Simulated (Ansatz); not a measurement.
# Relaxing amorphous polyethylene (as short chains C12H26), from a frame at 300 K (76 atoms)

Aim: bring amorphous polyethylene (as short chains C12H26), from a frame at 300 K (76 atoms) to a nearby minimum of the energy and see what moves.

Main program and level: Ansatz 0.2.0; Kohn-Sham DFT, r2SCAN+D4, PAW (set soft_2), plane waves.

Report form: the programs' logs are mostly left out.

## 1. The structure

The cell holds 76 atoms: 24 C and 52 H. Its edges and angles: a = 8.883 Å, b = 8.883 Å, c = 8.883 Å, α = 90.0°, β = 90.0°, γ = 90.0°. 2 polyethylene chains of 5 units with methyl end groups placed at random, at 0.807 g/cm³; overlaps pushed apart, then 20 ps at 800 K with MMFF94 bonds, angles, torsions, charges and radii (Halgren, J. Comput. Chem. 17, 490 (1996)) in harmonic and 12-6 forms. Snapshot after 30 ps at 300 K and fixed volume.

Before any run, some limits are plain. The network of contacts between molecules at the start is that of the classical potential that made the cell. Only the Γ point is sampled, in a cell whose shortest periodic width is 9 Å.

## 2. Single point at the start

The forces at the start show how far the geometry lies from a minimum of this functional.

input.yaml

```yaml
crystal:
  lattice:
    - [8.88329, 0.0, 0.0]
    - [0.0, 8.88329, 0.0]
    - [0.0, 0.0, 8.88329]
  atoms:
    - { symbol: C, position: [0.69158, 0.8425, 0.63994] }
    - { symbol: C, position: [0.6531, 0.98961, 0.70732] }
    - { symbol: C, position: [0.58855, 0.96743, 0.86448] }
    - { symbol: C, position: [0.56505, 0.11655, 0.9499] }
    - { symbol: C, position: [0.50501, 0.08729, 0.10924] }
    - { symbol: C, position: [0.47267, 0.22784, 0.19309] }
    - { symbol: C, position: [0.61138, 0.3288, 0.22127] }
    - { symbol: C, position: [0.59726, 0.41838, 0.36604] }
[... 64 atom lines left out ...]
    - { symbol: H, position: [0.18247, 0.11403, 0.02298] }
    - { symbol: H, position: [0.88663, 0.11549, 0.07251] }
    - { symbol: H, position: [0.01838, 0.12518, 0.24088] }
    - { symbol: H, position: [0.92292, 0.96921, 0.19309] }
kpoints:
  mp_grid: { grid: [1, 1, 1] }
hamiltonian:
  xc: r2scan
  dispersion: d4
scf:
  occupations: { method: fixed }
output:
  forces: true
  stress: true
  populations: intrinsic
  dos:
    method: { smearing: { sigma: 0.15 } }
    de: 0.1
    projected: { site_lists: { C: [C], H: [H] } }
  eigenvalues: true
```

The run is started by

```sh
ansatz run input.yaml --threads 4 --pin off --max-ram 8192MiB --backend cpu --events-out ev --progress --plain --runs-dir out
```

Wall time 17 s (4 threads of Arm Neoverse V2, shared host); peak memory 2 GiB.

Numbers from this run:

| Quantity | Value |
| --- | --- |
| free energy | -6881.2239 eV |
| free energy per atom | -90.5424 eV/atom |
| SCF cycles | 8 |
| pressure | 1.105 GPa |
| r.m.s. force component | 0.8766 eV/Å |
| longest force | 3.407 eV/Å |
| Fermi energy | -2.066 eV |
| gap (highest filled to lowest empty level) | 5.964 eV |

The r.m.s. force component of 0.88 eV/Å and the pressure of 1.1 GPa set the starting point.

Length of the force by element:

```tsv
element	coordination	atoms	mean length of the force (eV/Å)	spread	least	most
C	all	24	2.06	0.692	0.897	3.41
H	all	52	0.970	0.502	0.196	2.28
```

## 3. Cell and atoms relaxed

The cell is relaxed with the atoms, since the starting lattice needn't suit this functional.

input.yaml, the sections that differ from step 2:

```yaml
output:
  forces: true
relax:
  f_tol: 0.05
  max_steps: 200
  cell: {}
# crystal, kpoints, hamiltonian, scf: as in step 2
```

The job ended after 4.8 min (4 threads; peak memory 2.1 GiB; 19 min of CPU time).

The steps of the relaxation:

```tsv
step	energy less that of the first step (eV)	largest force component (eV/Å)	pressure (GPa)	volume (Å³)
1	0.0000	2.8706	1.11	701.01
2	-2.5933	1.3985	-0.32	720.58
3	-3.0062	0.3082	-0.09	715.12
4	-3.0756	0.0509	-0.02	706.81
5	-3.1132	0.2639	-0.50	698.73
6	-3.1647	0.1937	-0.45	692.43
7	-3.2268	0.1696	-0.17	687.84
8	-3.2825	0.2369	-0.63	679.19
9	-3.3243	0.2970	0.45	670.17
10	-3.2850	0.5641	-0.77	659.08
11	-3.3686	0.0798	0.14	661.82
12	-3.3843	0.0249	0.00	657.54
13	-3.3866	0.3414	-0.28	651.85
14	-3.3932	0.0878	-0.04	655.58
15	-3.3972	0.0048	0.00	653.96
16	-3.3983	0.2053	-0.07	651.62
17	-3.4007	0.0224	0.04	653.04
18	-3.4022	0.0179	0.01	652.31
19	-3.4045	0.0878	-0.15	649.16
20	-3.4060	0.0184	0.00	650.69
21*	-3.3898	0.0190	0.00	650.69
```

Relaxation steps marked * repeat the geometry before them on a plane-wave basis chosen anew for their cell, so energy and pressure can jump there. Relaxation step 10 was tried and not accepted.

```tsv
cell as run	before	after	change
a (Å)	8.883	8.832	-0.6 %
b (Å)	8.883	8.305	-6.5 %
c (Å)	8.883	8.904	+0.2 %
α (°)	90.00	91.82	+2.0 %
β (°)	90.00	94.37	+4.9 %
γ (°)	90.00	91.02	+1.1 %
volume (Å³/atom)	9.22	8.56	-7.2 %
```

The atoms that moved most (Å, as changes of fractional coordinates times the final cell):

```tsv
atom	dx	dy	dz	length
H36	-0.976	0.387	0.950	1.416
H34	-0.590	0.087	1.006	1.169
H38	-0.819	0.727	0.336	1.145
H35	-0.393	0.022	0.998	1.073
H24	0.923	-0.481	0.093	1.044
H72	0.542	0.832	-0.270	1.029
C12	-0.639	0.468	0.619	1.006
H22	0.678	-0.713	-0.057	0.986
```

The relaxation changed the energy by -44.6 meV/atom, and atoms moved by 0.69 Å r.m.s., 1.4 Å at most.

## 4. Structure statistics after relaxation

Bonds before and after, by the cutoffs listed below:

```tsv
pair	bonds before	bonds after	mean before (Å)	mean after (Å)	spread before (Å)	spread after (Å)
H-C	52	52	1.098	1.095	0.030	0.002
C-C	22	22	1.515	1.523	0.034	0.003
```

Density 0.869 g/cm³, 8.562 Å³ an atom.

g(r), total and by pair (bins of 0.1 Å):

```tsv
r (Å)	total	H-H	H-C	C-C
0.95	0.00	0.00	0.00	0.00
1.05	8.07	0.00	18.70	0.00
1.15	0.00	0.00	0.00	0.00
1.25	0.00	0.00	0.00	0.00
1.35	0.00	0.00	0.00	0.00
1.45	0.00	0.00	0.00	0.00
1.55	1.70	0.00	0.00	17.00
1.65	0.00	0.00	0.00	0.00
1.75	1.87	4.00	0.00	0.00
1.85	0.00	0.00	0.00	0.00
1.95	0.00	0.00	0.00	0.00
2.05	0.00	0.00	0.00	0.00
2.15	3.74	0.41	8.20	0.00
2.25	0.35	0.75	0.00	0.00
2.35	0.42	0.89	0.00	0.00
2.45	1.24	2.66	0.00	0.00
2.55	2.14	3.38	0.00	5.56
2.65	0.64	1.20	0.17	0.00
2.75	1.49	0.56	2.84	0.00
2.85	1.05	0.90	1.44	0.00
2.95	0.76	1.01	0.66	0.00
3.05	1.44	2.25	0.80	0.38
3.15	0.85	1.05	0.83	0.00
3.25	0.67	0.55	0.87	0.35
3.35	0.56	0.45	0.82	0.00
3.45	0.74	0.55	1.11	0.00
3.55	0.51	0.49	0.66	0.00
3.65	0.75	0.75	0.91	0.14
3.75	0.88	1.06	0.77	0.51
3.85	0.78	0.83	0.56	1.45
3.95	1.05	1.03	0.80	2.21
4.05	0.92	0.91	0.81	1.43
```

Bonds by pair of elements; cutoffs follow the first minimum of g(r), held within bounds set by covalent radii, and pairs that aren't listed don't count as bonded:

```tsv
pair A-B	cutoff (Å)	bonds	mean length (Å)	spread (Å)	shortest (Å)	B about A	A about B
H-C	1.34	52	1.09	0.002	1.09	1	2.17
C-C	1.85	22	1.52	0.003	1.52	1.83	1.83
```

How many atoms have how many bonded neighbours:

```tsv
element	mean	1	4
C	4	0	24
H	1	52	0
```

Bond angles, per cent of each kind in bins of 5°:

```tsv
angle (°)	C-C-H	H-C-H	C-C-C
105–110	85.9	100.0	0.0
110–115	14.1	0.0	100.0
```

Bond angles (no mean is given where the spread exceeds 20°):

```tsv
angle	count	mean (°)	spread (°)
C-C-H	92	110	0.8
H-C-H	32	106	0.9
C-C-C	20	113	0.6
```

First main peaks of g(r), for some of the pairs, lie near 1.8 Å (H-H), 1.1 Å (H-C) and 1.5 Å (C-C). Counting bonds as in the table, all C atoms have 4 and all H atoms have 1 bonded neighbour. The C-C-H angle averages 110° with a spread of 0.8°.

## 5. Single point at the relaxed geometry

One more single point at the end of the walk gives the fuller output and checks the residual forces.

input.yaml

```yaml
crystal:
  lattice:
    - [8.8251, -0.07919, -0.33899]
    - [-0.07919, 8.30299, -0.13843]
    - [-0.33899, -0.13843, 8.89629]
  atoms:
    - { symbol: C, position: [0.64452, 0.8241, 0.56834] }
    - { symbol: C, position: [0.62125, 0.96927, 0.67182] }
    - { symbol: C, position: [0.60003, 0.92454, 0.83344] }
    - { symbol: C, position: [0.57449, 0.0707, 0.93592] }
    [... 66 atom lines left out ...]
    - { symbol: H, position: [0.03573, 0.84023, 0.93768] }
    - { symbol: H, position: [0.22526, 0.03792, 0.06414] }
    - { symbol: H, position: [0.11932, 0.1967, 0.9912] }
    - { symbol: H, position: [0.89747, 0.11059, 0.13041] }
    - { symbol: H, position: [0.05881, 0.15184, 0.25587] }
    - { symbol: H, position: [0.00259, 0.95074, 0.20699] }
kpoints:
  mp_grid: { grid: [1, 1, 1] }
hamiltonian:
  xc: r2scan
  dispersion: d4
scf:
  occupations: { method: fixed }
output:
  forces: true
  stress: true
  populations: true
  dos:
    method: { smearing: { sigma: 0.1 } }
    de: 0.1
    projected: { site_lists: { C: [C], H: [H] } }
  eigenvalues: true
  write_density: true
  write_potential: true
  volumetric_format: npy
  elf: true
```

The job ended after 17 s (4 threads; peak memory 1.8 GiB; 65 s of CPU time).

The program notes that the exchange-correlation potential is rough where the density is thin.

Read from the output:

```yaml
free_energy: -6884.6137 eV
free_energy_per_atom: -90.5870 eV/atom
scf_cycles: 8
pressure: -0.00123 GPa
r_m_s_force_component: 0.00351 eV/Å
longest_force: 0.02297 eV/Å
fermi_energy: -2.502 eV
spacing_of_highest_filled_and_lowest_empty_level: 6.959 eV
spilling_of_the_projection: 0.01133
```

Löwdin charges by element (they lack the spilled electrons, 0.022 e an atom on average):

```tsv
element	coordination	atoms	mean charge (e)	spread	least	most
C	all	24	-0.283	0.0726	-0.449	-0.238
H	all	52	0.163	0.0081	0.151	0.185
```

Density of states as counts of states in windows of 1 eV (from the Fermi level), total and the larger projections:

```tsv
from (eV)	to (eV)	total	C p	H s	C s
-14	-13	8.1	0.8	1.9	5.3
-13	-12	4.0	0.6	0.9	2.4
-12	-11	4.0	0.8	0.9	2.3
-11	-10	4.0	0.9	1.0	2.1
-10	-9	4.4	1.1	1.2	2.1
-9	-8	5.4	1.5	1.6	2.2
-8	-7	12.2	4.1	4.1	3.7
-7	-6	2.0	0.7	0.7	0.5
-6	-5	5.3	3.6	1.4	0.0
-5	-4	10.8	7.9	2.6	0.1
-4	-3	18.7	14.0	4.3	0.2
-3	-2	16.0	11.3	4.3	0.2
-2	-1	19.7	12.5	6.9	0.2
-1	0	28.7	17.9	10.4	0.2
0	1	0.9	0.8	0.1	0.0
1	5	0.0	0.0	0.0	0.0
```

With fixed occupations the program's Fermi level is the highest filled level; weight inside the gap is the broadening of levels at its edges.

Between -15 and -14 eV lie 4 more states.

The levels nearest the highest filled one (over half full), pooled over k-points and spins:

```tsv
level less the highest filled one (eV)	occupation
-0.417	2
-0.366	2
-0.279	2
-0.147	2
-0.104	2
0	2
6.96	0
7.34	0
7.66	0
7.78	0
7.99	0
8.16	0
```

ELF in the ac plane at fractional y = 0.839, with atoms of C and H within 0.2 Å of it. It is the smooth field of the valence electrons, not physical close to the nuclei.

Ten even steps from '_' (0.01 × 1e-1) to '@' (9.96 × 1e-1), each cell a mean:
```
@@@@@@**______....____________..==##%%##..____++@@
@@@@@@++______________::++**====%%@@@@@@::____++@@
@@@@##::____________::%%@@@@##**@@@@@@@@--____--##
++==::....::--::____==@@@@@@%%**%%@@@@%%::____..--
____....::--++++..__==@@@@@@##++**##**--__________
__..--==--::----..__::####**==--::..______________
::==****++::__________........::....____________..
**++--==++::____..__________::======----::__..++##
@@**..--**==--**%%##..____::++******####==__--@@@@
@@##++%%%%**##@@@@@@--__::==**==::++####--__==@@@@
%%****%%##==%%@@@@@@--__--****--::++**++::__--@@@@
==::==**::..**@@@@@@::__::==++##%%%%##==..__..****
____::++++==++****==____..::++@@@@@@@@++______..__
____::==**++--....________..**@@@@@@@@**..________
......::--::..______________==@@@@@@@@++__________
..::..............::::..____..==****--..__________
________..--++==------..__________________________
________==%%@@%%++::..____________________________
::____..##@@@@@@##::______________..__________::--
==..__..##@@@@@@**____..----....::==--______..==++
..______==##%%**::__..==##**::..--==--________::::
__________......____..**##**::........____________
::::..________________--==--______________________
%%@@##--____________________________..________::**
```
Columns run along a (8.8 Å), rows up along c (8.9 Å). Atoms in or near the plane, at fractional coordinates: C at (0.64, 0.57), H at (0.66, 0.45), H at (0.50, 0.83), H at (0.70, 0.88), C at (0.20, 0.51), C at (0.10, 0.64), H at (0.24, 0.21), H at (0.32, 0.56), H at (0.04, 0.94).

Electrostatic potential energy in the ac plane at fractional y = 0.839, with atoms of C and H within 0.2 Å of it. With pseudopotentials it is smooth inside the atoms' cores, unlike the true potential.

Ten even steps from '0' (-43 eV) to '9' (5 eV), each cell a mean:
```
5489999999999999999999999
3279999999999999978999999
8799999999997788724999999
9999999999971277757999999
9999999999984577899999999
9999999999999998999999999
9866899999999999999999999
8300699999999999899999999
6100589999999986468999996
4412667658999970017999983
8876103217999960017999997
9985001669999984258999999
9996114899999997348999999
9998778999999998469999999
9999999999999999999999999
9999999999999999999999999
9999999999999999999999999
9999987899999999999999999
9999951699999999999999999
9999964799999999999999999
9999999999999999999999999
9999999999999999999999999
9999999999999999999999999
9999999999999999999999999
```
Columns run along a (8.8 Å; values clipped at the 3rd and 97th percentile), rows up along c (8.9 Å). Atoms in or near the plane, at fractional coordinates: C at (0.64, 0.57), H at (0.66, 0.45), H at (0.50, 0.83), H at (0.70, 0.88), C at (0.20, 0.51), C at (0.10, 0.64), H at (0.24, 0.21), H at (0.32, 0.56), H at (0.04, 0.94).

Mean Löwdin charges: C -0.28, H +0.16 e (they miss 1.1 % of the electrons, so they add up to more than the cell's charge). The largest share in the top eV of filled states is C p (64 % of the projected weight), and in the lowest eV of empty states H s (52 % of the projected weight).

Local excerpt of 13 atoms (numbers count through the whole input) about H71, picked at random; x, y, z are measured from there.

```tsv
atom	x	y	z	distance (Å)	bonds	Löwdin charge (e)
H71	0.00	0.00	0.00	0.00	1	0.16
C48	0.11	1.03	-0.37	1.10	4	-0.25
H70	-0.90	1.35	-0.68	1.75	1	0.16
C49	0.60	1.92	0.76	2.15	4	-0.24
C47	1.04	1.04	-1.57	2.15	4	-0.25
H67	0.62	-0.96	-2.23	2.50	1	0.15
H72	1.61	1.61	1.03	2.50	1	0.15
H68	2.06	0.82	-1.24	2.54	1	0.15
H57	2.31	-1.08	0.05	2.55	1	0.15
H76	-0.39	0.88	2.39	2.58	1	0.17
H58	0.57	-2.14	1.46	2.65	1	0.16
C46	0.64	0.05	-2.66	2.73	4	-0.25
C50	-0.30	1.89	1.99	2.76	4	-0.44
```

The column of bonds counts only the pairs H-C within 1.34 Å, C-C within 1.85 Å; other neighbours, such as metal atoms beside each other in a compound, aren't counted, and periodic images can show an atom twice.

## 6. What came out

```
energy change in the relaxation                  : -44.6 meV/atom
r.m.s. displacement                              : 0.685 Å
largest displacement                             : 1.416 Å
free energy per atom                             : -90.5870 eV/atom
pressure                                         : -0.00123 GPa
r.m.s. force component                           : 0.00351 eV/Å
gap (highest filled to lowest empty level) : 6.959 eV
wall time of the 3 DFT runs                      : 5.3 min
```

Relaxation lowers the energy by 44.6 meV/atom and moves atoms by 0.69 Å r.m.s.; the r.m.s. force component goes from 0.88 to 0.0035 eV/Å, the pressure goes from 1.1 to -0.0012 GPa, and the gap from 5.96 to 6.96 eV. Displacements are taken in the final cell, so they leave out its strain. By the final cutoffs no bond was broken or made. The cell shrank by 7.2 % in volume. First to last step the energy falls by 3.390 eV, across changes of basis; the largest move, 1.42 Å, is that of H36. The C-C bonds change most in mean length: from 1.515 Å (spread 0.034) to 1.523 Å (spread 0.003). Counting bonds as in the table, all C atoms have 4 and all H atoms have 1 bonded neighbour. Filled and empty levels are parted by 6.96 eV (at Γ alone); a semilocal functional tends to put such gaps too low. In a disordered cell it changes from sample to sample, and tail or defect levels can set it.

What to keep in mind: The network of contacts between molecules at the start is that of the classical potential that made the cell; in DFT atoms moved by 0.69 Å r.m.s.

[Logs are printed without paths, hosts, clocks, repeated set-up lines and the standing remarks that a program may print on its own settings, such as how far it seeks lower states.]

[Hosts, paths, dates, database ids (printed as entryN), source tags and the programs' standing remarks are cut or masked in the printed files.]

[The MMFF94 radii named for the starting cell were scaled by 0.96; in molecules described by MMFF94, hydrogen bound to N, O or S took a small fixed 12-6 site in their place.]
